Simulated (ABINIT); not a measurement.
# How GaN absorbs and reflects light

Aim: the dielectric function of GaN, and the optical constants that follow from it. The cell comes from an older database entry, whose edges can differ from later determinations, mostly by under a per cent.

Method: DFT, LDA, plane waves with norm-conserving potentials (PseudoDojo 0.4.1), scalar-relativistic, independent-particle linear optical response without local fields, in ABINIT 10.8.3.

The database entry behind the starting cell differs from later determinations by our own check (about 0.3 % short, ideal inner coordinate), so it need not match the best structure at ambient conditions.

## (1) Starting point

The structure is hexagonal, space group P6_3mc (No. 186). The conventional cell has a = 3.180 Å, b = 3.180 Å, c = 5.166 Å, α = 90.00°, β = 90.00°, γ = 120.00°. Nearest to Ga lie 4 N at 1.94 to 1.95 Å. N has 4 Ga at 1.94 to 1.95 Å nearest. Farther neighbours and most contacts between anions are not listed.

## (2) Ground state, bands and velocity matrix elements

The self-consistent density comes first; it also tells whether there is a gap, which decides the occupations and the need for a Drude term.

This step: DFT, LDA, plane waves with norm-conserving potentials (PseudoDojo 0.4.1), scalar-relativistic, ground state, bands at fixed density and velocity matrix elements (ABINIT 10.8.3).

The input, run.abi:

```
# ground state, bands on a dense mesh, and the derivatives d/dk of the wave functions
ndtset 3

ngkpt1 9 9 5
shiftk1 0.0 0.0 0.0
tolvrs1 1.0d-12
nband1 22
prtden1 1

iscf2 -2
getden2 1
ngkpt2 12 12 7
shiftk2 0.0 0.0 0.0
kptopt2 1
nband2 37
nbdbuf2 4
tolwfr2 1.0d-14

optdriver3 8
wfk_task3 "wfk_ddk"
prtevk3 1
getwfk3 2
getden3 1
iscf3 -2
ngkpt3 12 12 7
shiftk3 0.0 0.0 0.0
kptopt3 1
nband3 37

nshiftk 1
occopt 3
tsmear 0.001837
ecut 45.0
nstep 80
iomode 3
chksymbreak 0
chkprim 0
chksymtnons 0
acell 3*1.0 Angstrom
rprim
  3.180000000000 0.000000000000 0.000000000000
  -1.590000000000 2.753960784000 0.000000000000
  0.000000000000 0.000000000000 5.166000000000
natom 4
ntypat 2
znucl 31 7
typat 1 1 2 2
xred
  0.666666666700 0.333333333300 0.500000000000
  0.333333333300 0.666666666700 0.000000000000
  0.666666666700 0.333333333300 0.875000000000
  0.333333333300 0.666666666700 0.375000000000
pseudos "Ga.upf, N.upf"
```

Command:

```
$ mpirun -n 4 abinit run.abi
```

Numbers of over 12 decimals in the logs are rounded to 6 here.

Log:

```text
DATASET    1 : space group P6_3 m c (#186); Bravais hP (primitive hexag.)
 DATASET    2 : space group P6_3 m c (#186); Bravais hP (primitive hexag.)
 DATASET    3 : space group P6_3 m c (#186); Bravais hP (primitive hexag.)
            ngfft          40      40      60
                         0.02963    0.02963    0.01481    0.01481    0.02963    0.00494
                         0.00494    0.02963    0.02963    0.02963    0.02963    0.02963
                         0.05926    0.05926    0.02963    0.02963    0.05926    0.00988
                         0.00494    0.02963    0.02963    0.02963    0.02963    0.02963
                         0.05926    0.05926    0.02963    0.02963    0.05926    0.00988
                         0.00298    0.00595    0.01190    0.01190    0.01190    0.01190
                         0.00595    0.01190    0.01190    0.00595    0.00595    0.01190
                         0.00198    0.00198    0.01190    0.01190    0.01190    0.01190
                         0.01190    0.00595    0.01190    0.02381    0.02381    0.02381
                         0.02381    0.01190    0.02381    0.02381    0.01190    0.01190
                         0.02381    0.00397    0.00198    0.01190    0.01190    0.01190
                         0.01190    0.01190    0.00595    0.01190    0.02381    0.02381
                         0.00298    0.00595    0.01190    0.01190    0.01190    0.01190
                         0.00595    0.01190    0.01190    0.00595    0.00595    0.01190
                         0.00198    0.00198    0.01190    0.01190    0.01190    0.01190
                         0.01190    0.00595    0.01190    0.02381    0.02381    0.02381
[...]
== DATASET  1 ==================================================================
 Real(R)+Recip(G) space primitive vectors, cartesian coordinates (Bohr,Bohr^-1):
 R(1)=  6.0093291  0.0000000  0.0000000  G(1)=  0.1664079  0.0960757  0.0000000
 R(2)= -3.0046645  5.2042316  0.0000000  G(2)=  0.0000000  0.1921513  0.0000000
 R(3)=  0.0000000  0.0000000  9.7623252  G(3)=  0.0000000  0.0000000  0.1024346
 Unit cell volume ucvol=  3.0530638E+02 bohr^3
 Angles (23,13,12)=  9.00000000E+01  9.00000000E+01  1.20000000E+02 degrees
 getcut: wavevector=  0.0000  0.0000  0.0000  ngfft=  40  40  60
     iter   Etot(hartree)      deltaE(h)  residm     vres2
 ETOT  1  -171.08535032774    -1.711E+02 5.908E-01 2.464E+03
 ETOT  2  -172.93585922358    -1.851E+00 1.276E-01 3.369E+03
 ETOT  3  -173.53068642276    -5.948E-01 2.805E-02 1.166E+02
 ETOT  4  -173.53261414087    -1.928E-03 2.834E-02 1.172E+02
 ETOT  5  -173.52695440156     5.660E-03 1.890E-02 1.050E+02
 ETOT  6  -173.50609873130     2.086E-02 9.293E-03 1.897E+02
 ETOT  7  -173.50266828452     3.430E-03 9.917E-03 2.043E+02
 ETOT  8  -173.50184196100     8.263E-04 5.677E-03 2.078E+02
 ETOT  9  -173.50411955655    -2.278E-03 4.890E-04 1.979E+02
 ETOT 10  -173.51172014406    -7.601E-03 1.344E-03 1.647E+02
 ETOT 11  -173.53667300953    -2.495E-02 2.993E-04 5.545E+01
 ETOT 12  -173.54935900289    -1.269E-02 9.003E-04 1.083E-02
 ETOT 13  -173.54936409349    -5.091E-06 2.139E-04 1.222E-02
 ETOT 14  -173.54936259800     1.495E-06 1.519E-04 1.878E-02
 ETOT 15  -173.54935612990     6.468E-06 3.890E-05 4.442E-02
 ETOT 16  -173.54935609098     3.892E-08 3.764E-05 4.401E-02
 ETOT 17  -173.54936638817    -1.030E-05 9.665E-06 1.876E-03
 ETOT 18  -173.54936687691    -4.887E-07 8.274E-06 6.875E-05
 ETOT 19  -173.54936688990    -1.299E-08 2.585E-06 2.028E-06
 ETOT 20  -173.54936689032    -4.207E-10 2.170E-06 1.904E-07
 ETOT 21  -173.54936689037    -4.709E-11 9.831E-07 3.777E-09
 ETOT 22  -173.54936689036     4.093E-12 5.628E-07 1.543E-11
 ETOT 23  -173.54936689037    -9.663E-13 8.991E-07 6.478E-14
 At SCF step   23       vres2   =  6.48E-14 < tolvrs=  1.00E-12 =>converged.
 Cartesian components of stress tensor (hartree/bohr^3)
  sigma(1 1)=  1.84696233E-04  sigma(3 2)=  0.00000000E+00
  sigma(2 2)=  1.84696233E-04  sigma(3 1)=  0.00000000E+00
  sigma(3 3)=  1.13282032E-04  sigma(2 1)=  0.00000000E+00
 Mean square residual over all n,k,spin=   13.913E-10; max=  89.915E-08
 Fermi (or HOMO) energy (hartree) =   0.22578   Average Vxc (hartree)=  -0.45059
 Eigenvalues (hartree) for nkpt=  36  k points:
 kpt#   1, nband= 22, wtk=  0.00247, kpt=  0.0000  0.0000  0.0000 (reduced coord)
  -0.39747   -0.36599   -0.31439   -0.31361   -0.31361   -0.31131   -0.31131   -0.30446
  -0.30446   -0.30070   -0.30070   -0.24811   -0.07759    0.14823    0.14823    0.18530
[...]
2.00000    2.00000    2.00000    2.00000    2.00000    2.00000    2.00000    2.00000
   2.00000    2.00000    2.00000    2.00000    2.00000    2.00000    2.00000    2.00000
[...]
kinetic             :  1.39936347302586E+02
hartree             :  4.34551296642431E+01
xc                  : -4.73421857628857E+01
Ewald energy        : -1.17003474104353E+02
psp_core            :  7.04929758482815E+00
local_psp           : -1.20973718187171E+02
non_local_psp       : -7.86707633876122E+01
internal            : -1.73549366890364E+02
'-kT*entropy'       : -1.37987905878269E-12
total_energy        : -1.73549366890366E+02
total_energy_eV     : -4.72251885519921E+03
 Cartesian components of stress tensor (hartree/bohr^3)
  sigma(1 1)=  1.84696233E-04  sigma(3 2)=  0.00000000E+00
  sigma(2 2)=  1.84696233E-04  sigma(3 1)=  0.00000000E+00
  sigma(3 3)=  1.13282032E-04  sigma(2 1)=  0.00000000E+00
-Cartesian components of stress tensor (GPa)         [Pressure= -4.7336E+00 GPa]
== DATASET  2 ==================================================================
 Real(R)+Recip(G) space primitive vectors, cartesian coordinates (Bohr,Bohr^-1):
 R(1)=  6.0093291  0.0000000  0.0000000  G(1)=  0.1664079  0.0960757  0.0000000
 R(2)= -3.0046645  5.2042316  0.0000000  G(2)=  0.0000000  0.1921513  0.0000000
 R(3)=  0.0000000  0.0000000  9.7623252  G(3)=  0.0000000  0.0000000  0.1024346
 Unit cell volume ucvol=  3.0530638E+02 bohr^3
 Angles (23,13,12)=  9.00000000E+01  9.00000000E+01  1.20000000E+02 degrees
 getcut: wavevector=  0.0000  0.0000  0.0000  ngfft=  40  40  60
 Mean square residual over all n,k,spin=   54.026E-16; max=  99.923E-16
 Eigenvalues (hartree) for nkpt=  76  k points:
 kpt#   1, nband= 37, wtk=  0.00099, kpt=  0.0000  0.0000  0.0000 (reduced coord)
  -0.39747   -0.36599   -0.31439   -0.31361   -0.31361   -0.31131   -0.31131   -0.30446
  -0.30446   -0.30070   -0.30070   -0.24811   -0.07759    0.14823    0.14823    0.18530
   0.18764    0.18764    0.26154    0.34296    0.52256    0.54691    0.54691    0.58067
   0.61501    0.61501    0.71935    0.76154    0.76154    0.84267    0.84267    0.85143
   0.85504    0.98227    1.07500    1.07500    1.17384
== DATASET  3 ==================================================================
            ngfft          40      40      60
[...]
0.01190    0.01190    0.00595    0.01190    0.02381    0.02381
                         0.00298    0.00595    0.01190    0.01190    0.01190    0.01190
                         0.00595    0.01190    0.01190    0.00595    0.00595    0.01190
                         0.00198    0.00198    0.01190    0.01190    0.01190    0.01190
                         0.01190    0.00595    0.01190    0.02381    0.02381    0.02381
                         0.02381    0.01190    0.02381    0.02381    0.01190    0.01190
                         0.02381    0.00397    0.00198    0.01190    0.01190    0.01190
                         0.01190    0.01190    0.00595    0.01190    0.02381    0.02381
[shortened to cell, iterations, levels, energies and stress; the echo of variables, forces, comments, warnings and credits are left out]
```

The job ended after 6.4 min (4 MPI ranks of AMD EPYC (Zen 3), shared host; peak memory 0.15 GiB; 24 min of CPU time).

Read-outs, printed or worked out from the files:

```
total energy           : -173.5 Ha
gap on the k-mesh      : 2.011 eV
direct gap on the mesh : 2.011 eV
```

There is a gap, 2.01 eV on this mesh (points off the mesh can give less), so no carriers' term is needed.

## (3) Optical response

The spectrum is a sum over vertical transitions between filled and empty bands at the fixed density, so many empty bands are needed.

This step: DFT, LDA, plane waves with norm-conserving potentials (PseudoDojo 0.4.1), scalar-relativistic, independent-particle linear optical response without local fields (ABINIT 10.8.3).

The input, optic.abi:

```
&FILES
 ddkfile_1 = 'runo_DS3_1_EVK.nc',
 ddkfile_2 = 'runo_DS3_2_EVK.nc',
 ddkfile_3 = 'runo_DS3_3_EVK.nc',
 wfkfile = 'runo_DS2_WFK.nc'
/
&PARAMETERS
 broadening = 0.001470,
 domega = 0.0014700,
 maxomega = 0.58799,
 scissor = 0.0,
 tolerance = 0.002,
 nband_sum = 33
/
&COMPUTATIONS
 num_lin_comp = 2,
 lin_comp = 11, 33,
 num_nonlin_comp = 0,
 num_linel_comp = 0,
 num_nonlin2_comp = 0
/
```

Command:

```
$ optic optic.abi
```

Log:

```text

 OPTIC has originally been developed by
 S. Sharma, J. K. Dewhurst and C. Ambrosch-Draxl, Phys. Rev. B 67, 165332 (2003), and
 S. Sharma and C. Ambrosch-Draxl, Physica Scripta T 109 (2004).

 rprimd(bohr)      =   6.00933   0.00000   0.00000
                      -3.00466   5.20423   0.00000
                       0.00000   0.00000   9.76233
 natom             =       4
 nkpt,mband        =      76      37
 ecut              =  45.00000 Ha
 newocc: new Fermi energy is       0.223053 , with nelect=     36.000000, Number of bisection calls: 10
 Fermi level: 6.0696  (eV)

 fermie            =   0.22305 Ha   6.06959 eV
 Scissor shift     =   0.00000 Ha
 Tolerance on closeness to singularities     =   0.00200 Ha
 Smearing factor      =   0.00147 Ha
 Will use the antiresonant approximation (meaning that the antiresonant terms are neglected)
 Will not perform the bands decomposition
 linear coeffs to be calculated :
 11 33
 non-linear coeffs to be calculated :

 electronic part of electro-optic coeffs to be calculated :

 non-linear coeffs (V2) to be calculated :

 linear optic matrix elements will be printed :0
 optic : Call pmat2cart
 No scissor shift to be applied. Returning to main optic routine.
 optic : Call linopt
  linopt            1           1
 calculated the component:           1           1   of dielectric function
  with broadening:         (0.000000,1.46999999999999995E-003)
 and scissors shift:   0.000000
 energy window:   40.981202      eV   1.506031      Ha
  linopt            3           3
 calculated the component:           3           3   of dielectric function
  with broadening:         (0.000000,1.46999999999999995E-003)
 and scissors shift:   0.000000
 energy window:   40.981202      eV   1.506031      Ha
 optic : Call nlinopt
 optic : Call linelop
 optic : Call nonlinopt

================================================================================

 Calculation completed.
-
program: optic
version: 10.8.3
start_datetime:
end_datetime:
overall_cpu_time:           0.8
overall_wall_time:           0.9
mpi_procs: 1
omp_threads: 1
...
```

Run time: 2 s. Hardware: 1 thread; peak memory 0.06 GiB.

Read-outs, printed or worked out from the files:

* electronic dielectric constant ε∞, mean over x, y and z (by symmetry where fewer were run): 5.865

The Im ε has structure finer than the step of the table below, so its rows give means over 0.5 eV, whole bins alone (the curve runs from 0.0400 to 15.9 eV). Peaks (eV: height): E ∥ x 6.24: 8.33, 6.48: 8.91, 6.68: 9.13, 7.04: 8.84, 7.72: 10.3, 7.88: 11.1, 8.64: 10.9; E ∥ z 5.84: 14.7, 5.96: 13.0, 6.48: 10.6, 6.68: 11.7, 8.00: 12.5, 10.68: 12.0, 11.24: 10.3.

Sum at mesh points, not converged in k; values under the direct gap are tails of Lorentzian lines. Table of Im ε by photon energy; means over each step:

```tsv
photon energy (eV)	E ∥ x	E ∥ z
0.5	0.00589	0.00606
1.0	0.0138	0.0140
1.5	0.0339	0.0318
2.0	0.406	0.427
2.5	1.04	1.14
3.0	1.35	1.21
3.5	0.969	1.08
4.0	1.97	2.55
4.5	1.37	1.11
5.0	2.69	3.12
5.5	4.63	4.38
6.0	6.60	9.32
6.5	7.28	7.96
7.0	7.10	6.47
7.5	6.97	7.78
8.0	7.87	7.42
8.5	6.72	3.53
9.0	6.49	4.45
9.5	5.75	5.94
10.0	4.87	4.31
10.5	5.47	8.01
11.0	7.03	8.05
11.5	6.62	8.00
12.0	4.54	3.72
12.5	3.29	2.58
13.0	2.22	1.80
13.5	2.02	1.94
14.0	1.75	1.79
14.5	1.59	1.47
15.0	1.19	1.52
15.5	1.02	1.27
```

The reflectivity at normal incidence has structure finer than the step of the table below, so its rows give means over 0.5 eV, whole bins alone (the curve runs from 0.0400 to 15.9 eV). Peaks (eV: height): E ∥ x 12.04: 54.1, 12.32: 55.9, 12.80: 62.8, 13.04: 53.0, 13.36: 53.3, 13.96: 55.2, 15.80: 53.1; E ∥ z 11.84: 67.2, 12.52: 68.9, 13.08: 60.6, 13.52: 56.1, 14.28: 56.2, 15.40: 53.5, 15.76: 58.8.

Sum at mesh points, not converged in k. The reflectivity at normal incidence by photon energy; means over each step:

```tsv
photon energy (eV)	E ∥ x (%)	E ∥ z (%)
0.5	17.3	17.6
1.0	17.6	17.9
1.5	18.4	18.7
2.0	19.2	19.7
2.5	20.6	22.4
3.0	20.2	19.9
3.5	20.4	20.9
4.0	20.4	22.0
4.5	23.4	23.4
5.0	24.4	24.4
5.5	28.9	31.7
6.0	30.0	35.1
6.5	30.6	32.6
7.0	30.2	29.5
7.5	29.4	33.3
8.0	34.8	36.3
8.5	30.7	25.1
9.0	32.9	21.6
9.5	32.0	28.6
10.0	27.1	23.0
10.5	28.6	32.4
11.0	35.6	40.6
11.5	43.6	52.3
12.0	49.3	55.5
12.5	50.4	61.3
13.0	51.8	50.6
13.5	46.4	46.1
14.0	46.7	41.8
14.5	46.4	43.0
15.0	46.8	39.8
15.5	47.0	47.6
```

The loss function −Im 1/ε at q → 0 has structure finer than the step of the table below, so its rows give means over 0.5 eV, whole bins alone (the curve runs from 0.0400 to 15.9 eV). Peaks (eV: height): E ∥ x 4.00: 0.0828, 8.16: 0.181, 9.88: 0.234, 12.60: 0.227, 13.64: 0.354, 15.08: 0.514, 15.68: 0.572; E ∥ z 8.56: 0.417, 14.08: 0.523, 14.48: 0.500, 14.80: 0.493, 15.08: 0.550, 15.56: 0.507, 15.88: 0.545.

Sum at mesh points, not converged in k; values under the direct gap are tails of Lorentzian lines. The loss function −Im 1/ε at q → 0 by energy loss; means over each step:

```tsv
energy loss (eV)	E ∥ x	E ∥ z
0.5	1.7e-4	1.7e-4
1.0	3.8e-4	3.8e-4
1.5	8.6e-4	7.8e-4
2.0	0.00951	0.00947
2.5	0.0223	0.0189
3.0	0.0298	0.0282
3.5	0.0193	0.0214
4.0	0.0422	0.0494
4.5	0.0187	0.0140
5.0	0.0389	0.0454
5.5	0.0437	0.0257
6.0	0.0677	0.0837
6.5	0.0869	0.0824
7.0	0.0998	0.124
7.5	0.0974	0.115
8.0	0.124	0.125
8.5	0.133	0.261
9.0	0.152	0.147
9.5	0.173	0.149
10.0	0.197	0.188
10.5	0.176	0.0979
11.0	0.140	0.125
11.5	0.136	0.0968
12.0	0.153	0.140
12.5	0.179	0.138
13.0	0.219	0.264
13.5	0.282	0.295
14.0	0.309	0.361
14.5	0.333	0.397
15.0	0.408	0.435
15.5	0.464	0.380
```

Optical constants at common wavelengths, from n + ik = √ε:

```tsv
wavelength (nm)	n x	k x	R (%) x	1/α x	n z	k z	R (%) z	1/α z
1550	2.43	0.002	17.4	60 µm	2.46	0.002	17.8	59 µm
1064	2.46	0.003	17.8	24 µm	2.48	0.003	18.1	24 µm
532	2.63	0.030	20.1	1.4 µm	2.62	0.028	20.1	1.5 µm
365	2.62	0.084	20.1	346 nm	2.68	0.092	20.9	316 nm
308	2.35	0.501	18.2	49 nm	2.53	0.228	19.2	108 nm
248	2.76	0.314	22.5	63 nm	2.97	0.368	25.3	54 nm
193	2.90	1.229	30.7	12 nm	3.30	1.084	32.8	14 nm
```

Below the direct gap, k and the depth come from the tails of the Lorentzian lines, not from transitions.

Rows near the edge hang on the gap, which this functional as a rule makes too small, and phonon-assisted absorption is left out.

## (4) Results

```
electronic dielectric constant ε∞, mean over x, y and z (by symmetry where fewer were run) (independent particles) : 5.87
```

**Reading.** At this level (LDA, independent particles) GaN has a mean ε∞ = 5.87 and n = 2.43 at 1550 nm (E ∥ x). On the mesh the gap is 2.01 eV and the least direct gap 2.01 eV. The static values by axis are 5.83 (x), 5.94 (z). Excitons and phonon-assisted transitions are missing, and so are local fields; LDA gaps are as a rule too small, which pulls the onset down and ε∞ up. The sum runs over mesh points 0.19 Å⁻¹ apart with no interpolation, so peaks are partly noise of the mesh and static values carry its error.

[Logs are printed without paths, hosts, clocks, repeated set-up lines and the standing remarks that a program may print on its own settings, such as how far it seeks lower states.]

[Hosts, paths, dates, database ids (printed as entryN), source tags and the programs' standing remarks are cut or masked in the printed files.]
